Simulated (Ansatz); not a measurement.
# Na on Ta(110): change of the work function

How does one ordered layer of Na (hollow site) change the work function of Ta(110), and what dipole does each adsorbate carry?

Method: plane-wave DFT, PBE, Ansatz PAW, in Ansatz 0.2.0.

**1. Set-up**

The cell holds 4 atoms: 4 Ta. Cell: a = 2.867 Å, b = 2.867 Å, c = 25.022 Å, α = 90.0°, β = 90.0°, γ = 70.5°. Vacuum lies along c.

**2. The clean slab**

The bare slab comes first, as the zero from which every change is counted. The two lowest layers are held at bulk places and the upper ones relax. The dipole correction removes the false field that a one-sided slab makes across the periodic vacuum, so each face gets a flat vacuum level of its own.

Contents of input.yaml:

```yaml
crystal:
  lattice:
    - [2.3405234457, -1.655, 0.0]
    - [2.3405234457, 1.655, 0.0]
    - [0.0, 0.0, 25.0215703372]
  atoms:
    - { symbol: Ta, position: [0.0, 0.0, 0.3596896549] }
    - { symbol: Ta, position: [0.5, 0.5, 0.453229885] }
    - { symbol: Ta, position: [0.0, 0.0, 0.546770115] }
    - { symbol: Ta, position: [0.5, 0.5, 0.6403103451] }
kpoints:
  mp_grid: { grid: [12, 12, 1] }
hamiltonian:
  xc: pbe
scf:
  occupations: { method: fermi_dirac, width: 0.1 }
  convergence: { dr2_threshold: 1.0e-08 }
efield:
  axis: 3
  dipole_correction: true
  ramp_position: 0.97
  ramp_width: 0.06
relax:
  f_tol: 0.02
  max_steps: 60
  constraints: [{ sites: [0, 1] }]
output:
  write_potential: true
  write_density: true
  volumetric_format: npy
```

The run is started by

```sh
$ ansatz run input.yaml --threads 4 --pin off --max-ram 6144MiB --backend cpu --events-out ev --progress --plain --runs-dir out
```

Standard output:

```text
Engine: ansatz 0.2.0, x86_64-unknown-linux-gnu
Pseudopotentials: kind: paw
Pseudopotential: Ta, paw, valence charge 13, recommended cutoff 420 eV (normal), Ta.paw.azcp
Functional definition: PBE
  parameter kappa = 0.804
  parameter beta = 0.066725
  exchange = pbe_x(kappa = kappa, mu = beta*pi^2/3)
  correlation = pbe_c(beta = beta)
Crystal: 4 atoms, lattice volume = 193.845 Å³
Basis set: ecut = 420 eV, 3793 PW (Γ), exchange–correlation on 40×40×360 points (8 copies of the dense FFT grid, shifted against one another)
Bands: 32, of which v1, the nominal top of the filled ones, is band 26 counted from 1 (25 counted from 0)
Symmetry: 4 space group operations
k-points: 43 of 144
Non-local potential: Ta, projectors of the file, l = 0: 3, l = 1: 2, l = 2: 2, l = 3: 1
PAW form: soft (Blöchl's): semilocal exchange-correlation on the pseudo side does not see the compensation charge
PAW one-centre angular grid: Ta, 590 points (default); XC on 64 Gauss nodes
Initial density: superposition of atomic densities (neutral atoms: chi_scale 0, normalization atom), corrected by the library's trained network
Initial wavefunctions: pseudopotential atomic-orbital guess
Functional: x = pbe(κ = 0.804, μ = 0.219515), c = pbe(β = 0.066725)
SCF iter   1: F=—  HF=-39726.805781 eV  |F-HF|=—  |Δ(HF+E_count)|=         —  Δρ=5.76e-3  dr2=1.31e0  ethr=1.77e-3  p=0.000 e·Å  D=1.48e-13 V/Å  ΔV_dip=-0.00 eV  dr2_dipole=3.97e-7  V_vac-E_F(+/−)=4.99/4.99 eV  ⟨swp⟩=7.2  Hψ=6700  notcnv=0
efield: sawtooth ramp at fractional position 0.9700 (set: `efield.ramp_position`, or a place that a band, a saddle search or an elastic batch's reference lends), width 0.0600; the density the first Hamiltonian is built on has a dipole p = 0.000 e·Å; the dipole correction subtracts the counter field D = 1.48e-13 V/Å, which shifts the + side's vacuum level by -0.00 eV against the − side's; the planar-averaged density in the ramp window peaks in size at 1.7e-5 e/Å³
preconditioner: auto → LDOS  [metal: Δε(μ)=0.027 eV  Ē_g=3.845 eV  σ=0.100 eV  W_gap=0.07  n_scr=16 (ndim 8)  ℏωp=11.9 eV  f_vac=0.544  D(μ)=5.69/eV (n_scr^D=18)  β→1.0]
SCF iter   2: F=—  HF=-39726.762830 eV  |F-HF|=—  |Δ(HF+E_count)|=   4.30e-2  Δρ=1.63e-3  dr2=8.36e-3  ethr=1.77e-3  p=0.000 e·Å  D=1.67e-5 V/Å  ΔV_dip=-0.00 eV  dr2_dipole=3.15e-7  V_vac-E_F(+/−)=4.81/4.81 eV  ⟨swp⟩=1.4  Hψ=1741  notcnv=0
SCF iter   3: F=—  HF=-39726.763829 eV  |F-HF|=—  |Δ(HF+E_count)|=   9.99e-4  Δρ=5.10e-4  dr2=2.77e-3  ethr=1.61e-5  p=0.000 e·Å  D=3.06e-6 V/Å  ΔV_dip=-0.00 eV  dr2_dipole=3.36e-9  V_vac-E_F(+/−)=4.83/4.83 eV  ⟨swp⟩=2.9  Hψ=2823  notcnv=0
SCF iter   4: F=—  HF=-39726.763796 eV  |F-HF|=—  |Δ(HF+E_count)|=   3.29e-5  Δρ=1.73e-4  dr2=1.10e-4  ethr=5.34e-6  p=0.000 e·Å  D=2.16e-6 V/Å  ΔV_dip=-0.00 eV  dr2_dipole=4.77e-12  V_vac-E_F(+/−)=4.82/4.82 eV  ⟨swp⟩=2.3  Hψ=2226  notcnv=0
SCF iter   5: F=—  HF=-39726.763805 eV  |F-HF|=—  |Δ(HF+E_count)|=   8.63e-6  Δρ=5.33e-5  dr2=4.45e-6  ethr=2.12e-7  p=0.000 e·Å  D=1.34e-6 V/Å  ΔV_dip=-0.00 eV  dr2_dipole=4.88e-11  V_vac-E_F(+/−)=4.81/4.81 eV  ⟨swp⟩=2.5  Hψ=2216  notcnv=0
SCF iter   6: F=—  HF=-39726.763676 eV  |F-HF|=—  |Δ(HF+E_count)|=   1.28e-4  Δρ=2.05e-5  dr2=1.62e-6  ethr=8.57e-9  p=0.000 e·Å  D=6.96e-7 V/Å  ΔV_dip=-0.00 eV  dr2_dipole=1.45e-13  V_vac-E_F(+/−)=4.81/4.81 eV  ⟨swp⟩=2.7  Hψ=2519  notcnv=0
SCF iter   7: F=—  HF=-39726.763677 eV  |F-HF|=—  |Δ(HF+E_count)|=   4.16e-7  Δρ=5.04e-6  dr2=4.42e-8  ethr=3.12e-9  p=0.000 e·Å  D=3.04e-7 V/Å  ΔV_dip=-0.00 eV  dr2_dipole=2.05e-12  V_vac-E_F(+/−)=4.81/4.81 eV  ⟨swp⟩=2.7  Hψ=2586  notcnv=0
SCF iter   8: F=-39726.763677 eV  HF=-39726.763677 eV  |F-HF|=1.95e-8  |Δ(HF+E_count)|=   7.49e-8  Δρ=1.58e-6  dr2=3.85e-9  ethr=1.92e-11  p=0.000 e·Å  D=1.32e-7 V/Å  ΔV_dip=-0.00 eV  dr2_dipole=1.21e-13  V_vac-E_F(+/−)=4.81/4.81 eV  ⟨swp⟩=10.9  Hψ=10412  notcnv=0
SCF 1 converged in 8 iterations: F = -39726.763677 eV  dr2 = 3.85e-9
  greatest PAW one-centre occupation: 0.999 electrons in one spin orbital (limit 2), on the Ta atom at site 0 (counted from 0), in its partial waves of l = 0
relax step   1: F+E_penalty+E_count = -39726.76367691 eV  Δ(F+E_penalty+E_count) = +0.000e0 eV  max|allowed force component| = 4.148e-1 eV/Å  Δτ_max = 0.0000 Å  (8 SCF iters, accepted)
Initial density: handed on by an earlier stage of this run
Initial wavefunctions: those handed on with the density
iter 1 solved again at ethr=2.39e-3 eV; its pass at ethr=3.10e-3 eV (dr2=1.24e0 eV) is discarded
SCF iter   1: F=—  HF=-39726.839723 eV  |F-HF|=—  |Δ(HF+E_count)|=         —  Δρ=9.90e-3  dr2=1.15e0  ethr=2.39e-3  p=0.000 e·Å  D=1.08e-6 V/Å  ΔV_dip=-0.00 eV  dr2_dipole=5.18e-3  V_vac-E_F(+/−)=4.85/4.85 eV  ⟨swp⟩=1.1  Hψ=5524  notcnv=0
efield: sawtooth ramp at fractional position 0.9700 (set: `efield.ramp_position`, or a place that a band, a saddle search or an elastic batch's reference lends), width 0.0600; the density the first Hamiltonian is built on has a dipole p = 0.000 e·Å; the dipole correction subtracts the counter field D = 1.08e-6 V/Å, which shifts the + side's vacuum level by -0.00 eV against the − side's; the planar-averaged density in the ramp window peaks in size at 9.3e-6 e/Å³
preconditioner: auto → LDOS  [metal: Δε(μ)=0.002 eV  Ē_g=3.957 eV  σ=0.100 eV  W_gap=0.00  n_scr=16 (ndim 8)  ℏωp=11.9 eV  f_vac=0.555  D(μ)=5.52/eV (n_scr^D=18)  β→1.0]
SCF iter   2: F=—  HF=-39726.769061 eV  |F-HF|=—  |Δ(HF+E_count)|=   7.07e-2  Δρ=5.59e-3  dr2=2.66e-1  ethr=2.21e-3  p=0.012 e·Å  D=1.12e-2 V/Å  ΔV_dip=-0.28 eV  dr2_dipole=6.71e-3  V_vac-E_F(+/−)=4.53/4.81 eV  ⟨swp⟩=3.0  Hψ=2184  notcnv=0
SCF iter   3: F=—  HF=-39726.745761 eV  |F-HF|=—  |Δ(HF+E_count)|=   2.33e-2  Δρ=1.82e-3  dr2=2.99e-2  ethr=5.11e-4  p=0.006 e·Å  D=5.53e-3 V/Å  ΔV_dip=-0.14 eV  dr2_dipole=1.11e-3  V_vac-E_F(+/−)=4.69/4.83 eV  ⟨swp⟩=3.1  Hψ=2953  notcnv=0
SCF iter   4: F=—  HF=-39726.742030 eV  |F-HF|=—  |Δ(HF+E_count)|=   3.73e-3  Δρ=4.37e-4  dr2=8.85e-4  ethr=5.74e-5  p=0.006 e·Å  D=5.97e-3 V/Å  ΔV_dip=-0.15 eV  dr2_dipole=2.49e-5  V_vac-E_F(+/−)=4.67/4.82 eV  ⟨swp⟩=2.3  Hψ=2120  notcnv=0
SCF iter   5: F=—  HF=-39726.742228 eV  |F-HF|=—  |Δ(HF+E_count)|=   1.98e-4  Δρ=1.46e-4  dr2=1.02e-4  ethr=1.70e-6  p=0.006 e·Å  D=5.82e-3 V/Å  ΔV_dip=-0.15 eV  dr2_dipole=1.05e-5  V_vac-E_F(+/−)=4.68/4.82 eV  ⟨swp⟩=2.2  Hψ=2050  notcnv=0
SCF iter   6: F=—  HF=-39726.742254 eV  |F-HF|=—  |Δ(HF+E_count)|=   2.59e-5  Δρ=4.66e-5  dr2=2.46e-5  ethr=1.96e-7  p=0.006 e·Å  D=5.53e-3 V/Å  ΔV_dip=-0.14 eV  dr2_dipole=6.35e-6  V_vac-E_F(+/−)=4.68/4.82 eV  ⟨swp⟩=2.4  Hψ=2108  notcnv=0
SCF iter   7: F=—  HF=-39726.742248 eV  |F-HF|=—  |Δ(HF+E_count)|=   5.89e-6  Δρ=1.66e-5  dr2=2.34e-6  ethr=4.72e-8  p=0.006 e·Å  D=5.42e-3 V/Å  ΔV_dip=-0.14 eV  dr2_dipole=1.75e-8  V_vac-E_F(+/−)=4.69/4.82 eV  ⟨swp⟩=2.3  Hψ=1762  notcnv=0
SCF iter   8: F=—  HF=-39726.742124 eV  |F-HF|=—  |Δ(HF+E_count)|=   1.23e-4  Δρ=4.53e-6  dr2=6.35e-8  ethr=4.51e-9  p=0.006 e·Å  D=5.34e-3 V/Å  ΔV_dip=-0.13 eV  dr2_dipole=2.67e-9  V_vac-E_F(+/−)=4.69/4.82 eV  ⟨swp⟩=2.0  Hψ=1815  notcnv=0
SCF iter   9: F=—  HF=-39726.742124 eV  |F-HF|=—  |Δ(HF+E_count)|=   6.07e-8  Δρ=1.58e-6  dr2=1.93e-8  ethr=1.92e-11  p=0.006 e·Å  D=5.32e-3 V/Å  ΔV_dip=-0.13 eV  dr2_dipole=5.07e-9  V_vac-E_F(+/−)=4.69/4.82 eV  ⟨swp⟩=11.3  Hψ=10973  notcnv=0
SCF iter  10: F=-39726.742124 eV  HF=-39726.742124 eV  |F-HF|=1.78e-9  |Δ(HF+E_count)|=   1.35e-8  Δρ=5.82e-7  dr2=1.34e-9  ethr=1.92e-11  p=0.006 e·Å  D=5.31e-3 V/Å  ΔV_dip=-0.13 eV  dr2_dipole=4.40e-10  V_vac-E_F(+/−)=4.69/4.82 eV  ⟨swp⟩=10.0  Hψ=9394  notcnv=0
SCF 2 converged in 10 iterations: F = -39726.742124 eV  dr2 = 1.34e-9
  greatest PAW one-centre occupation: 1.000 electrons in one spin orbital (limit 2), on the Ta atom at site 3 (counted from 0), in its partial waves of l = 0
relax step   2: F+E_penalty+E_count = -39726.74212441 eV  Δ(F+E_penalty+E_count) = +2.155e-2 eV  max|allowed force component| = 7.793e-1 eV/Å  Δτ_max = 0.1926 Å  (10 SCF iters, rejected (line search))
iter 1 solved again at ethr=8.38e-4 eV; its pass at ethr=3.10e-3 eV (dr2=4.36e-1 eV) is discarded
SCF iter   1: F=—  HF=-39726.815844 eV  |F-HF|=—  |Δ(HF+E_count)|=         —  Δρ=5.63e-3  dr2=4.24e-1  ethr=8.38e-4  p=0.006 e·Å  D=5.31e-3 V/Å  ΔV_dip=-0.13 eV  dr2_dipole=4.73e-3  V_vac-E_F(+/−)=4.67/4.80 eV  ⟨swp⟩=1.2  Hψ=4821  notcnv=0
efield: sawtooth ramp at fractional position 0.9700 (set: `efield.ramp_position`, or a place that a band, a saddle search or an elastic batch's reference lends), width 0.0600; the density the first Hamiltonian is built on has a dipole p = 0.006 e·Å; the dipole correction subtracts the counter field D = 5.31e-3 V/Å, which shifts the + side's vacuum level by -0.13 eV against the − side's; the planar-averaged density in the ramp window peaks in size at 5.6e-6 e/Å³
preconditioner: auto → LDOS  [metal: Δε(μ)=0.011 eV  Ē_g=3.847 eV  σ=0.100 eV  W_gap=0.03  n_scr=16 (ndim 8)  ℏωp=11.9 eV  f_vac=0.548  D(μ)=5.97/eV (n_scr^D=30)  β→1.0]
SCF iter   2: F=—  HF=-39726.790127 eV  |F-HF|=—  |Δ(HF+E_count)|=   2.57e-2  Δρ=3.00e-3  dr2=5.27e-2  ethr=8.15e-4  p=-0.002 e·Å  D=-1.66e-3 V/Å  ΔV_dip=0.04 eV  dr2_dipole=2.68e-3  V_vac-E_F(+/−)=4.86/4.82 eV  ⟨swp⟩=2.7  Hψ=2118  notcnv=0
SCF iter   3: F=—  HF=-39726.784849 eV  |F-HF|=—  |Δ(HF+E_count)|=   5.28e-3  Δρ=1.14e-3  dr2=1.41e-2  ethr=1.01e-4  p=0.002 e·Å  D=2.13e-3 V/Å  ΔV_dip=-0.05 eV  dr2_dipole=1.26e-3  V_vac-E_F(+/−)=4.77/4.82 eV  ⟨swp⟩=2.8  Hψ=2591  notcnv=0
SCF iter   4: F=—  HF=-39726.783333 eV  |F-HF|=—  |Δ(HF+E_count)|=   1.52e-3  Δρ=3.41e-4  dr2=1.45e-3  ethr=2.72e-5  p=0.002 e·Å  D=1.77e-3 V/Å  ΔV_dip=-0.04 eV  dr2_dipole=2.49e-4  V_vac-E_F(+/−)=4.77/4.82 eV  ⟨swp⟩=2.0  Hψ=1772  notcnv=0
SCF iter   5: F=—  HF=-39726.783272 eV  |F-HF|=—  |Δ(HF+E_count)|=   6.19e-5  Δρ=1.01e-4  dr2=7.32e-5  ethr=2.78e-6  p=0.002 e·Å  D=1.73e-3 V/Å  ΔV_dip=-0.04 eV  dr2_dipole=4.36e-6  V_vac-E_F(+/−)=4.77/4.82 eV  ⟨swp⟩=2.1  Hψ=1774  notcnv=0
SCF iter   6: F=—  HF=-39726.783250 eV  |F-HF|=—  |Δ(HF+E_count)|=   2.19e-5  Δρ=2.91e-5  dr2=2.16e-6  ethr=1.41e-7  p=0.002 e·Å  D=1.85e-3 V/Å  ΔV_dip=-0.05 eV  dr2_dipole=9.85e-8  V_vac-E_F(+/−)=4.77/4.82 eV  ⟨swp⟩=2.8  Hψ=2503  notcnv=0
SCF iter   7: F=—  HF=-39726.783127 eV  |F-HF|=—  |Δ(HF+E_count)|=   1.23e-4  Δρ=1.01e-5  dr2=3.49e-7  ethr=4.15e-9  p=0.002 e·Å  D=1.92e-3 V/Å  ΔV_dip=-0.05 eV  dr2_dipole=1.10e-8  V_vac-E_F(+/−)=4.77/4.82 eV  ⟨swp⟩=2.3  Hψ=2301  notcnv=0
SCF iter   8: F=—  HF=-39726.783127 eV  |F-HF|=—  |Δ(HF+E_count)|=   2.34e-7  Δρ=2.98e-6  dr2=4.09e-8  ethr=6.70e-10  p=0.002 e·Å  D=1.98e-3 V/Å  ΔV_dip=-0.05 eV  dr2_dipole=1.06e-10  V_vac-E_F(+/−)=4.77/4.82 eV  ⟨swp⟩=2.3  Hψ=2073  notcnv=0
SCF iter   9: F=-39726.783127 eV  HF=-39726.783127 eV  |F-HF|=3.33e-9  |Δ(HF+E_count)|=   3.84e-8  Δρ=1.03e-6  dr2=5.50e-9  ethr=1.92e-11  p=0.002 e·Å  D=1.99e-3 V/Å  ΔV_dip=-0.05 eV  dr2_dipole=6.02e-10  V_vac-E_F(+/−)=4.77/4.82 eV  ⟨swp⟩=10.8  Hψ=10450  notcnv=0
SCF 3 converged in 9 iterations: F = -39726.783127 eV  dr2 = 5.50e-9
relax step   3: F+E_penalty+E_count = -39726.78312741 eV  Δ(F+E_penalty+E_count) = -1.945e-2 eV  max|allowed force component| = 1.779e-2 eV/Å  Δτ_max = 0.0888 Å  (9 SCF iters, accepted)
NSCF: frozen V_eff on 43 k-points
the band table was solved once a step of the walk had ended and its energy, with any forces and stress, was formed, with the checks that follow a solve (7258 applications of the Hamiltonian). They found nothing against the state; the energy, forces and stress were not computed again (output.eigenvalues in the input reference)
WARN: The output density's exchange-correlation potential varies sharply where the density is thin. Do not read a vacuum level from v_tot or v_xc, or from such a field of the output density. On a cell that repeats whose density bears no net charge and no dipole along the vacuum's axis use v_es (v_loc + v_h of the components); under efield.dipole_correction with no amplitude use v_es + v_field, which holds any externa [...]
SCF converged after 9 iterations
Free energy (F): -39726.783127 eV
Harris-Foulkes:  -39726.783127 eV  (|F-HF|=3.33e-9)
Internal energy: -39726.594280 eV  (E = F + TS)
E sigma→0 (E₀):  -39726.688704 eV
Entropy (-TS):   -0.188848 eV (-47.212 meV/atom)
Fermi energy:    4.106388 eV
Dipole field:    D = 0.002028 V/Å  (p = 0.002172 e·Å, saw-weighted, corrected)
Work function:   Φ+ = 4.7668 eV   Φ− = 4.8176 eV
Levels:          The Fermi level and band energies are counted from a zero that moves with the ramp; work functions are not
--- Per-component energies (eV) ---
  E_band       = -1175.816871
  E_kinetic    = 1457.922004
  E_local      = -55624.545276  (includes V_loc(G=0)·N_el)
  E_nonlocal   = 59.651063
  E_hartree    = 27096.646487
  E_xc         = -870.143284
  E_vxc        = -811.251716  (∫ρ·V_xc dr)
  E_paw        = -33585.914433  (= ΣΔE_a)
  E_vpaw       = -450.895849  (= ΣTr[D̂ρ^β])
  E_aug_tail   = 0.000571  (compensation charges beyond the density's cutoff)
  E_efield     = 0.000002  (sawtooth field / dipole correction)
  E_vefield    = 0.002281  (∫n·V_field dr)
  E_ewald      = 21739.788586
  E_smearing   = -0.188848  (= −TS)
  E_closure    = 0.000000  (closes the sum)
  Σ components = -39726.783127   (vs F -39726.783127, Δ=0.00e0)
--- Forces (eV/Å), atoms counted from 1 ---
  atom   1  Ta     0.00000000     0.00000000     0.43128863
  atom   2  Ta     0.00000000     0.00000000    -0.43322394
  atom   3  Ta     0.00000000     0.00000000    -0.01585180
  atom   4  Ta     0.00000000     0.00000000     0.01778531
  max |Σ_I F_I| component: 1.80e-6 eV/Å
--- Band table (eV; the first three rows and the last of 43) ---
  k-point 0: bands = [... 22 lower, 3.5859, 3.8018, 3.9092, 4.4738, 4.5203, 4.6621, 5.1191, 5.3470, ... 2 higher]
  k-point 1: bands = [... 22 lower, 3.5025, 3.7840, 3.9078, 4.2606, 4.4534, 4.7338, 5.0508, 5.2065, ... 2 higher]
  k-point 2: bands = [... 22 lower, 3.3305, 3.6231, 3.8165, 3.9022, 4.1304, 4.4107, 5.2264, 5.4658, ... 2 higher]
  k-point 42: bands = [... 22 lower, 2.9030, 3.3565, 4.2352, 5.6752, 5.9858, 6.4812, 6.5254, 6.5718, ... 2 higher]
--- Relaxed structure (3 steps of the walk, 2 accepted, 0 SCFs on fresh bases) ---
  F+E_penalty+E_count = -39726.78312741 eV   max|allowed force component| = 1.779e-2 eV/Å
  atoms:
    - { symbol: Ta, position: [0.0, 0.0, 0.3596896549] }
    - { symbol: Ta, position: [0.5, 0.5, 0.453230] }
    - { symbol: Ta, position: [0.0, 0.0, 0.546866] }
    - { symbol: Ta, position: [0.5, 0.5, 0.636762] }
```

The job ended after 6.4 s (4 threads of AMD EPYC 9R45, shared host; peak memory 0.65 GiB; 24 s of CPU time).

Reading the cycles: dr2 is the Hartree energy of the density residual (eV), the measure of convergence; HF is the Harris–Foulkes estimate of the energy, which meets the free energy F at convergence.

Step by step:

| step | energy less that of the first step (eV) | largest force component (eV/Å) |
| --- | --- | --- |
| 1 | 0.0000 | 0.4148 |
| 2 | 0.0216 | 0.7793 |
| 3 | -0.0194 | 0.0178 |

Relaxation step 2 was tried and not accepted.

Forces are held to the 4 operations that the program found; a distortion that breaks them can't arise in this run.

The atoms that moved most (Å):

| atom | dx | dy | dz | length |
| --- | --- | --- | --- | --- |
| Ta4 | 0.000 | 0.000 | -0.089 | 0.089 |

Final coordinates:

```xyz
4
Lattice="2.3405 -1.6550 0.0000 2.3405 1.6550 0.0000 0.0000 0.0000 25.0216" Properties=species:S:1:pos:R:3
Ta    0.0000    0.0000    9.0000
Ta    2.3405    0.0000   11.3405
Ta    0.0000    0.0000   13.6834
Ta    2.3405    0.0000   15.9328
```

This step gave:

```
energy at zero smearing        : -39726.6887 eV
work function, upper face      : 4.767 eV
work function, lower face      : 4.818 eV
dipole along the normal        : 0.002172 e·Å
step between the vacuum levels : -0.05074 eV
```

Running mean over 2.341 Å of the planar mean; the ramp of the sawtooth is left out. Electron's electrostatic potential energy less the Fermi level against z:

| z (Å) | electron's electrostatic potential energy less the Fermi level (eV) |
| --- | --- |
| 4 | 4.82 |
| 5 | 4.80 |
| 6 | 4.62 |
| 7 | 2.96 |
| 8 | -5.19 |
| 9 | -10.1 |
| 10 | -10.0 |
| 11 | -9.98 |
| 12 | -9.96 |
| 13 | -9.96 |
| 14 | -10.3 |
| 15 | -10.9 |
| 16 | -10.1 |
| 17 | -4.55 |
| 18 | 3.18 |
| 19 | 4.60 |
| 20 | 4.75 |
| 21 | 4.77 |

The relaxation took 3 steps and lowered the energy by 0.019 eV; the largest force on the free atoms ends at 0.018 eV/Å.

The work function of the upper face is 4.77 eV.

(Part 1 of 2 ends here.)

[Long decimals in the printed logs are rounded to 6 places.]

[Logs are printed without paths, hosts, clocks, repeated set-up lines and the standing remarks that a program may print on its own settings, such as how far it seeks lower states.]

[Hosts, paths, dates, database ids (printed as entryN), source tags and the programs' standing remarks are cut or masked in the printed files.]

[Maps of the electrostatic potential energy from Ansatz leave out the sawtooth potential of an applied field or a dipole correction, so their vacuum need not be flat; planar profiles and work functions include it.]
